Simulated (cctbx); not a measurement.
# A crystallographic session in cctbx: Sm5NiPb3

Library: cctbx 2025.11. The data are simulated by the first script.

## 1. Simulate the data

run.py:

```python
from cctbx import adptbx, crystal, miller, sgtbx, xray
from cctbx.array_family import flex
from iotbx.shelx import hklf
from scitbx import matrix
import scitbx.random

cs = crystal.symmetry(unit_cell=(9.305, 9.305, 6.824, 90, 90, 120), space_group_symbol='Hall: -P 6c 2')  # P6_3/mcm
atoms = [  # label, site, U (iso, or U11 U22 U33 U12 U13 U23 in A^2), occupancy
    ("Pb1", (0, 0.6019, 0.25), (0.0032, 0.0043, 0.0043, 0.0016, 0.0000, 0.0000), 1),
    ("Sm1", (1/3, 2/3, 0.5), (0.0047, 0.0047, 0.0043, 0.0023, 0.0000, 0.0000), 1),
    ("Sm2", (0.2407, 0.2407, 0.75), (0.0049, 0.0049, 0.0045, 0.0029, 0.0000, 0.0000), 1),
    ("Ni1", (0, 0, 0), (0.0066, 0.0066, 0.0058, 0.0033, -0.0000, -0.0000), 1),
]
xs = xray.structure(crystal_symmetry=cs)
for label, site, u, occ in atoms:
    u = adptbx.u_cif_as_u_star(cs.unit_cell(), u) if isinstance(u, tuple) else u
    xs.add_scatterer(xray.scatterer(label, site=site, u=u, occupancy=occ))
xs.set_inelastic_form_factors(0.71073, "sasaki")
xs.show_summary()
p1 = xs.expand_to_p1()
ms = miller.build_set(p1, anomalous_flag=True, d_min=0.75)
flex.set_random_seed(704786)
scitbx.random.set_random_seed(704786)
ms = ms.select(flex.random_double(ms.size()) < 0.8)
i = ms.structure_factors_from_scatterers(p1, algorithm="direct").f_calc().as_intensity_array().data()
i = i / flex.sqrt(1 + 0.3 * i / flex.max(i))  # extinction
i = i * 5000 / flex.max(i)
sig = flex.sqrt(i + flex.pow2(0.02 * i) + 2 ** 2)
noise = scitbx.random.variate(scitbx.random.normal_distribution())(i.size())
data = ms.array(data=i + sig * noise, sigmas=sig).set_observation_type_xray_intensity()
with open("data.hkl", "w") as f:
    data.export_as_shelx_hklf(f)
print("reflections written:", data.size(), " <I/sigma> = %.1f" % flex.mean(data.data() / data.sigmas()))
for h, a, b in list(data.sort("data"))[:12]:
    print("%4d%4d%4d %9.1f %7.1f" % (h + (a, b)))
```

```console
$ python run.py
```

```text
Number of scatterers: 4
At special positions: 4
Unit cell: (9.305, 9.305, 6.824, 90, 90, 120)
Space group: P 63/m c m (No. 193)
reflections written: 4081  <I/sigma> = 9.9
   0   0  -4    5007.4   122.5
   0   0   4    4911.4   122.5
  -3   0   0    2448.4    67.9
   3  -3   0    2438.2    67.9
   0  -3   0    2410.9    67.9
   3   0   0    2349.1    67.9
   1  -2  -2    2294.6    63.9
   0   3   0    2269.9    67.9
   2  -1  -2    2202.7    63.9
  -1  -1   2    2195.8    63.9
  -2   1   2    2188.9    63.9
  -1   2   2    2161.2    63.9
```

It took 0.21 s on 1 thread of Arm Neoverse V2, with other jobs on the host, peak memory 0.07 GiB.

## 2. Symmetry

run.py:

```python
from cctbx import crystal, sgtbx, statistics
from cctbx.array_family import flex
from iotbx.shelx import hklf

p1 = crystal.symmetry(unit_cell=(9.305, 9.305, 6.824, 90, 90, 120), space_group_symbol="P 1")
raw = hklf.reader(file_name="data.hkl").as_miller_arrays(crystal_symmetry=p1, anomalous=True)[0]
print(raw.size(), "reflections to d = %.3f A" % raw.d_min())
isig = raw.data() / raw.sigmas()
print("centring   violations  <I/sigma> of those")
best = "P"
for c in "ABCIRF":
    a = raw.customized_copy(space_group_info=sgtbx.space_group_info("Hall: %s 1" % c)).sys_absent_flags().data()
    m = flex.mean(isig.select(a))
    print("%5s %10d of %5d %8.1f" % (c, (isig.select(a) > 4).count(True), a.count(True), m))
    if (isig.select(a) > 4).count(True) < 0.01 * a.count(True):
        best = c
raw = raw.select(~raw.customized_copy(space_group_info=sgtbx.space_group_info("Hall: %s 1" % best)).sys_absent_flags().data())
isig = raw.data() / raw.sigmas()
rows = []
for s in sgtbx.space_group_symbol_iterator():
    g = sgtbx.space_group(s)
    if g.conventional_centring_type_symbol() != best or not g.is_compatible_unit_cell(p1.unit_cell(), 1e-3, 0.02):
        continue
    rows.append((s, g))
print("Laue class    unique    Rint  (classes that these axes allow; Friedel mates merged)")
rint = {}
for s, g in rows:
    laue = g.build_derived_patterson_group()
    key = laue.type().hall_symbol()
    if key not in rint:
        m = raw.customized_copy(space_group_info=laue.info(), anomalous_flag=False).merge_equivalents()
        rint[key] = m.r_int()
        print("%-14s %6d %7.3f" % (laue.type().lookup_symbol(), m.array().size(), m.r_int()))
floor = min(rint.values())
good = [(s, g) for s, g in rows if rint[g.build_derived_patterson_group().type().hall_symbol()] < 2 * floor + 0.03]
top = max(g.build_derived_patterson_group().order_z() for s, g in good)
print("space group    extra absences  I>4sigma  <I/sigma>")
for s, g in good:
    laue = g.build_derived_patterson_group()
    if laue.order_z() != top:
        continue
    a = raw.customized_copy(space_group_info=g.info()).sys_absent_flags().data()
    a &= ~raw.customized_copy(space_group_info=laue.info()).sys_absent_flags().data()
    bad = (isig.select(a) > 4).count(True)
    if bad <= 0.03 * a.count(True):
        print("%-16s %8d %10d %9s  %s" % (s.universal_hermann_mauguin(), a.count(True), bad, "%.1f" % flex.mean(isig.select(a)) if a.count(True) else "-", "centric" if g.is_centric() else "acentric"))
laue = max(good, key=lambda t: t[1].build_derived_patterson_group().order_z())[1].build_derived_patterson_group()
f = raw.customized_copy(space_group_info=laue.info(), anomalous_flag=False).merge_equivalents().array().eliminate_sys_absent().f_sq_as_f()
f.set_observation_type_xray_amplitude()
bins = max(3, min(8, f.size() // 12))
f.setup_binner(n_bins=bins)
w = statistics.wilson_plot(f, {e: n / laue.order_z() for e, n in {'Pb': 6.0, 'Sm': 10.0, 'Ni': 2.0}.items()}, e_statistics=True)
print("Wilson B = %.2f A^2   <|E^2-1|> = %.3f (0.968 centric, 0.736 acentric)   E^2>4: %.1f %%" % (w.wilson_b, w.mean_e_sq_minus_1, w.percent_e_sq_gt_2))
print("shell (A)         n   <I/sigma>")
m = raw.customized_copy(space_group_info=laue.info(), anomalous_flag=False).merge_equivalents().array().eliminate_sys_absent()
for b in m.setup_binner(n_bins=bins).range_used():
    sel = m.binner().selection(b)
    print("%5.2f - %4.2f %6d %8.1f" % (min(m.binner().bin_d_range(b)[0] if m.binner().bin_d_range(b)[0] > 0 else 99, 99), m.binner().bin_d_range(b)[1], sel.count(True), flex.mean((m.data() / m.sigmas()).select(sel))))
```

```console
$ python run.py
```

```text
4081 reflections to d = 0.750 A
centring   violations  <I/sigma> of those
    A       1394 of  2053      9.3
    B       1377 of  2045      9.2
    C       1461 of  2068      9.8
    I       1368 of  2042      9.3
    R       1901 of  2711      9.8
    F       2116 of  3083      9.4
Laue class    unique    Rint  (classes that these axes allow; Friedel mates merged)
P -1             2442   0.035
P 1 1 2/m        1371   0.041
P -3              853   0.045
P -3 1 m          475   0.047
P -3 m 1          506   0.047
P 6/m             466   0.047
P 6/m m m         297   0.048
space group    extra absences  I>4sigma  <I/sigma>
P 6 2 2                 0          0         -  acentric
P 63 2 2                9          0       0.3  acentric
P 6 m m                 0          0         -  acentric
P 63 c m              352          0       0.0  acentric
P -6 m 2                0          0         -  acentric
P -6 c 2              352          0       0.0  acentric
P -6 2 m                0          0         -  acentric
P 6/m m m               0          0         -  centric
P 63/m c m            352          0       0.0  centric
Wilson B = 0.18 A^2   <|E^2-1|> = 0.752 (0.968 centric, 0.736 acentric)   E^2>4: 0.0 %
shell (A)         n   <I/sigma>
 8.06 - 1.50     50     34.0
 1.50 - 1.19     37     39.5
 1.19 - 1.04     37     34.4
 1.04 - 0.95     37     35.5
 0.95 - 0.88     34     32.6
 0.88 - 0.83     32     26.7
 0.83 - 0.78     36     32.5
 0.78 - 0.75     34     33.5
```

Time: 0.24 s.

## 3. Charge flipping

run.py:

```python
import itertools
from cctbx import crystal, maptbx
from cctbx.array_family import flex
from iotbx.shelx import hklf
from smtbx.ab_initio import charge_flipping as cf

cs = crystal.symmetry(unit_cell=(9.305, 9.305, 6.824, 90, 90, 120), space_group_symbol='Hall: -P 6c 2')  # P6_3/mcm
raw = hklf.reader(file_name="data.hkl").as_miller_arrays(crystal_symmetry=cs, anomalous=True)[0]
merged = raw.eliminate_sys_absent().merge_equivalents()
fo2 = merged.array().set_observation_type_xray_intensity()
f = fo2.average_bijvoet_mates().f_sq_as_f().resolution_filter(d_min=0.9)
p1 = f.expand_to_p1()
p1.setup_binner_counting_sorted(reflections_per_bin=max(40, p1.size() // 12))
work = p1.array(data=p1.data() / p1.amplitude_quasi_normalisations().data())
flex.set_random_seed(39435)
it = cf.weak_reflection_improved_iterator(delta=None, weak_reflection_fraction=0.2)
it.start(work, phases=flex.random_double(p1.size()) * 6.2832, f_000=0)
it.delta = 0.9 * it.rho_map.sigma()
print("cycle      R  skewness")
for n, st in enumerate(itertools.islice(it, 100)):
    if n % 8 == 0:
        print("%5d %6.3f %8.2f" % (n, st.r1_factor(), st.rho_map.skewness()))
rho = p1.phase_transfer(it.f_calc).fft_map().apply_volume_scaling()
polish = cf.low_density_elimination_iterator(constant_rho_c=rho.sigma())
polish.start(f_obs=p1, phases=it.f_calc, f_000=0)
for _ in range(8):
    next(polish)
print("origin shift          correlation  skewness")
maps = []
for fc, shift, cc in itertools.islice(cf.f_calc_symmetrisations(f, polish.f_calc, 0), 4):
    m = f.phase_transfer(fc).fft_map(symmetry_flags=maptbx.use_space_group_symmetry, resolution_factor=0.25).apply_sigma_scaling()
    maps.append((m.skewness(), cc, m))
    print("%6.3f %6.3f %6.3f %10.3f %9.2f" % (tuple(shift) + (cc, m.skewness())))
skew, cc, m = max((t for t in maps if t[1] > maps[0][1] - 0.04), key=lambda t: t[0])
print("taken: symmetry correlation %.3f, skewness %.2f" % (cc, skew))
peaks = m.peak_search(parameters=maptbx.peak_search_parameters(min_distance_sym_equiv=0.9, max_clusters=9)).all()
sps = cs.special_position_settings(min_distance_sym_equiv=0.5)
print("peak      x       y       z  mult  height/sigma")
for k, (x, h) in enumerate(zip(peaks.sites(), peaks.heights())):
    ss = sps.site_symmetry(x)
    print("Q%-3d %7.4f %7.4f %7.4f %4d %8.1f" % ((k + 1,) + tuple(t % 1 for t in ss.exact_site()) + (ss.multiplicity(), h)))
```

```console
$ python run.py
```

```text
cycle      R  skewness
    0  0.600     0.20
    8  0.374     1.30
   16  0.391     1.39
   24  0.386     1.53
   32  0.387     1.71
   40  0.401     1.96
   48  0.400     2.44
   56  0.407     3.06
   64  0.413     3.47
   72  0.395     4.06
   80  0.357     4.69
   88  0.342     4.64
   96  0.335     4.60
origin shift          correlation  skewness
 0.099  0.688  0.034      0.780      0.72
 0.097  0.477  0.284      0.827      1.52
 0.889  0.096 -0.001      0.865      0.84
 0.181  0.556 -0.002      0.796      0.48
taken: symmetry correlation 0.827, skewness 1.52
peak      x       y       z  mult  height/sigma
Q1    0.0000  0.4160  0.2500    6      7.3
Q2    0.3333  0.6667  0.0000    4      6.9
Q3    0.0000  0.2295  0.7500    6      6.5
Q4    0.0000  0.3933  0.7500    6      6.3
Q5    0.1953  0.5421  0.2500   12      2.7
Q6    0.0000  0.2556  0.2500    6      2.7
Q7    0.1667  0.4208  0.1067   24      2.2
Q8    0.0841  0.4620  0.5953   24      2.0
Q9    0.0612  0.1223  0.0000   12      2.0
```

Time: 0.59 s.

## 4. Refinement (model from the peaks)

run.py:

```python
import math
from cctbx import adptbx, crystal, maptbx, sgtbx, xray
from cctbx.array_family import flex
from cctbx.xray import observations
from iotbx.shelx import hklf
from scitbx.lstbx import normal_eqns_solving
from smtbx import absolute_structure, utils
from smtbx.refinement import constraints, least_squares

cs = crystal.symmetry(unit_cell=(9.305, 9.305, 6.824, 90, 90, 120), space_group_symbol='Hall: -P 6c 2')  # P6_3/mcm
atoms = [  # label, site, U (iso, or U11 U22 U33 U12 U13 U23 in A^2), occupancy
    ("Sm1", (0, 0.416, 0.25), 0.0200, 1),
    ("Sm2", (0.3333, 0.6667, 0), 0.0200, 1),
    ("Pb1", (0, 0.2295, 0.75), 0.0200, 1),
]
xs = xray.structure(crystal_symmetry=cs)
for label, site, u, occ in atoms:
    u = adptbx.u_cif_as_u_star(cs.unit_cell(), u) if isinstance(u, tuple) else u
    xs.add_scatterer(xray.scatterer(label, site=site, u=u, occupancy=occ))
xs.set_inelastic_form_factors(0.71073, "sasaki")
raw = hklf.reader(file_name="data.hkl").as_miller_arrays(crystal_symmetry=cs, anomalous=True)[0]
merged = raw.eliminate_sys_absent().merge_equivalents()
fo2 = merged.array().set_observation_type_xray_intensity()
print("Rint %.3f, %d unique reflections to %.2f A" % (merged.r_int(), fo2.size(), fo2.d_min()))
for sc in xs.scatterers():
    sc.flags.set_grad_site(True)
    sc.flags.set_grad_u_aniso(sc.flags.use_u_aniso())
    sc.flags.set_grad_u_iso(sc.flags.use_u_iso())
obs = fo2.as_xray_observations()
extra = {}
rep = constraints.reparametrisation(xs, [], utils.connectivity_table(xs), **extra)
ls = least_squares.crystallographic_ls(obs, rep, weighting_scheme=least_squares.mainstream_shelx_weighting(a=0, b=0))
print("cycle     R1     wR2    GooF  max shift (A)")
for cycle in range(6):
    ls.build_up()
    r1, wr2, goof = ls.r1_factor(cutoff_factor=2)[0], ls.wR2(), ls.goof()
    old = xs.sites_cart()
    normal_eqns_solving.levenberg_marquardt_iterations(ls, n_max_iterations=3, tau=0.0001, step_threshold=1e-7)
    big = flex.max((xs.sites_cart() - old).norms())
    print("%4d %7.4f %7.4f %7.3f %9.5f" % (cycle + 1, r1, wr2, goof, big))
    ls.build_up(objective_only=True)
    if abs(ls.wR2() - wr2) < 5e-5 and big < 5e-4:
        break
ls.build_up()
print("final R1 %.4f wR2 %.4f GooF %.3f  parameters %d  data/parameter %.1f" % (ls.r1_factor(cutoff_factor=2)[0], ls.wR2(), ls.goof(), ls.n_parameters, fo2.size() / ls.n_parameters))
cov = ls.covariance_matrix_and_annotations()
su = dict(zip(cov.annotations, (math.sqrt(max(v, 0)) for v in cov.matrix.matrix_packed_u_diagonal())))
a2 = cs.unit_cell().reciprocal_parameters()[0] ** -2
print("atom        x        y        z      Ueq    occ   su(xyz)  su(Uiso or U11)")
for sc in xs.scatterers():
    s = max(su.get(sc.label + k, 0) for k in (".x", ".y", ".z"))
    npd = "" if sc.is_positive_definite_u(cs.unit_cell()) else "  NPD"
    print("%-5s %8.5f %8.5f %8.5f %8.4f %6.3f %8.5f %7.4f%s" % ((sc.label,) + sc.site + (sc.u_iso_or_equiv(cs.unit_cell()), sc.occupancy, s, su.get(sc.label + ".uiso", su.get(sc.label + ".u11", 0) * a2), npd)))
fo = fo2.f_sq_as_f()
fc = fo.structure_factors_from_scatterers(xs, algorithm="direct").f_calc()
diff = fo.f_obs_minus_f_calc(1 / math.sqrt(ls.scale_factor()), fc).average_bijvoet_mates()
m = diff.fft_map(symmetry_flags=maptbx.use_space_group_symmetry, resolution_factor=0.25).apply_volume_scaling()
print("difference map: max %.2f min %.2f rms %.2f" % (m.statistics().max(), m.statistics().min(), m.statistics().sigma()))
peaks = m.peak_search(parameters=maptbx.peak_search_parameters(min_distance_sym_equiv=0.6, max_clusters=6)).all()
near = xs.closest_distances(peaks.sites(), distance_cutoff=4)
sps = cs.special_position_settings(min_distance_sym_equiv=0.5)
for k, (x, h) in enumerate(zip(peaks.sites(), peaks.heights())):
    ss = sps.site_symmetry(x)
    print("Q%-3d %7.4f %7.4f %7.4f %4d %7.2f  %.2f A from %s" % ((k + 1,) + tuple(t % 1 for t in ss.exact_site()) + (ss.multiplicity(), h, near.smallest_distances[k], xs.scatterers()[near.i_seqs[k]].label)))
```

```console
$ python run.py
```

```text
Rint 0.048, 257 unique reflections to 0.75 A
cycle     R1     wR2    GooF  max shift (A)
   1  0.4275  0.7417  35.057   0.16663
   2  0.1779  0.3817  18.041   0.00214
   3  0.1821  0.3897  18.417   0.00102
   4  0.1781  0.3824  18.072   0.00005
   5  0.1778  0.3819  18.048   0.00108
   6  0.1818  0.3890  18.386   0.00104
final R1 0.1780 wR2 0.3823 GooF 18.070  parameters 5  data/parameter 51.4
atom        x        y        z      Ueq    occ   su(xyz)  su(Uiso or U11)
Sm1    0.00000  0.39803  0.25000   0.0001  1.000  0.00071  0.0016
Sm2    0.33333  0.66667  0.00000   0.0007  1.000  0.00000  0.0018
Pb1    0.00000  0.24026  0.75000   0.0130  1.000  0.00067  0.0017
difference map: max 99.40 min -12.62 rms 4.21
Q1    0.0000  0.0000  0.0000    2   99.40  2.81 A from Pb1
Q2    0.0000  0.4023  0.2500    6   71.83  0.04 A from Sm1
Q3    0.1470  0.3834  0.7500   12   17.89  1.35 A from Pb1
Q4    0.1390  0.5268  0.7500   12   13.00  1.75 A from Sm1
Q5    0.0000  0.3697  0.7500    6   12.80  1.20 A from Pb1
Q6    0.0000  0.1160  0.7500    6    8.98  1.16 A from Pb1
```

Time: 0.51 s.

Figures of merit this high mean that the model is still wrong or incomplete.

## 5. Charge flipping

run.py, as its changes from the last script of this kind:

```diff
@@ -13,3 +13,2 @@
-p1.setup_binner_counting_sorted(reflections_per_bin=max(40, p1.size() // 12))
-work = p1.array(data=p1.data() / p1.amplitude_quasi_normalisations().data())
-flex.set_random_seed(39435)
+work = p1
+flex.set_random_seed(39436)
@@ -20,2 +19,2 @@
-for n, st in enumerate(itertools.islice(it, 100)):
-    if n % 8 == 0:
+for n, st in enumerate(itertools.islice(it, 200)):
+    if n % 16 == 0:
```

```console
$ python run.py
```

```text
cycle      R  skewness
    0  0.602     0.32
   16  0.396     1.55
   32  0.388     1.86
   48  0.393     3.22
   64  0.337     4.49
   80  0.344     4.46
   96  0.332     4.42
  112  0.332     4.54
  128  0.344     4.50
  144  0.337     4.43
  160  0.336     4.52
  176  0.348     4.55
  192  0.332     4.39
origin shift          correlation  skewness
 0.205  0.907  0.159      0.810      1.06
 0.792  0.481  0.164      0.791      1.03
 0.431  0.524  0.156      0.798      1.00
 0.208  0.913  0.407      0.793      0.82
taken: symmetry correlation 0.810, skewness 1.06
peak      x       y       z  mult  height/sigma
Q1    0.0000  0.3788  0.2500    6      8.8
Q2    0.0000  0.2289  0.7500    6      5.8
Q3    0.0000  0.3657  0.7500    6      4.1
Q4    0.3333  0.6667  0.0000    4      3.0
Q5    0.0000  0.0000  0.0000    2      2.7
Q6    0.1205  0.4933  0.1813   24      2.7
Q7    0.0000  0.2156  0.2500    6      2.6
Q8    0.0560  0.2971  0.5385   24      2.2
Q9    0.0000  0.4637  0.0461   12      2.1
```

Time: 0.62 s.

## 6. Refinement (model from the peaks)

run.py, as its changes from the last script of this kind:

```diff
@@ -12 +12,2 @@
-    ("Sm1", (0, 0.416, 0.25), 0.0200, 1),
+    ("Pb1", (0, 0.3788, 0.25), 0.0200, 1),
+    ("Sm1", (0, 0.2289, 0.75), 0.0200, 1),
@@ -14 +15 @@
-    ("Pb1", (0, 0.2295, 0.75), 0.0200, 1),
+    ("Ni1", (0, 0, 0), 0.0200, 1),
@@ -59 +60 @@
-peaks = m.peak_search(parameters=maptbx.peak_search_parameters(min_distance_sym_equiv=0.6, max_clusters=6)).all()
+peaks = m.peak_search(parameters=maptbx.peak_search_parameters(min_distance_sym_equiv=0.6, max_clusters=5)).all()
```

```console
$ python run.py
```

```text
Rint 0.048, 257 unique reflections to 0.75 A
cycle     R1     wR2    GooF  max shift (A)
   1  0.4843  0.8033  38.042   0.17965
   2  0.0138  0.0275   1.302   0.00014
   3  0.0138  0.0272   1.290   0.00000
final R1 0.0138 wR2 0.0272 GooF 1.290  parameters 6  data/parameter 42.8
atom        x        y        z      Ueq    occ   su(xyz)  su(Uiso or U11)
Pb1    0.00000  0.39812  0.25000   0.0037  1.000  0.00004  0.0001
Sm1    0.00000  0.24071  0.75000   0.0041  1.000  0.00005  0.0001
Sm2    0.33333  0.66667  0.00000   0.0041  1.000  0.00000  0.0001
Ni1    0.00000  0.00000  0.00000   0.0059  1.000  0.00000  0.0004
difference map: max 1.73 min -2.45 rms 0.32
Q1    0.0000  0.3545  0.2500    6    1.76  0.41 A from Pb1
Q2    0.0000  0.4502  0.2500    6    1.26  0.48 A from Pb1
Q3    0.0000  0.4000  0.1750   12    1.08  0.51 A from Pb1
Q4    0.0000  0.1393  0.6153   12    0.99  1.32 A from Sm1
Q5    0.0000  0.0758  0.1193   12    0.83  1.08 A from Ni1
```

It took 0.37 s on 1 thread of Arm Neoverse V2, with other jobs on the host, peak memory 0.09 GiB.

[Logs are printed without paths, hosts, clocks, repeated set-up lines and the standing remarks that a program may print on its own settings, such as how far it seeks lower states.]
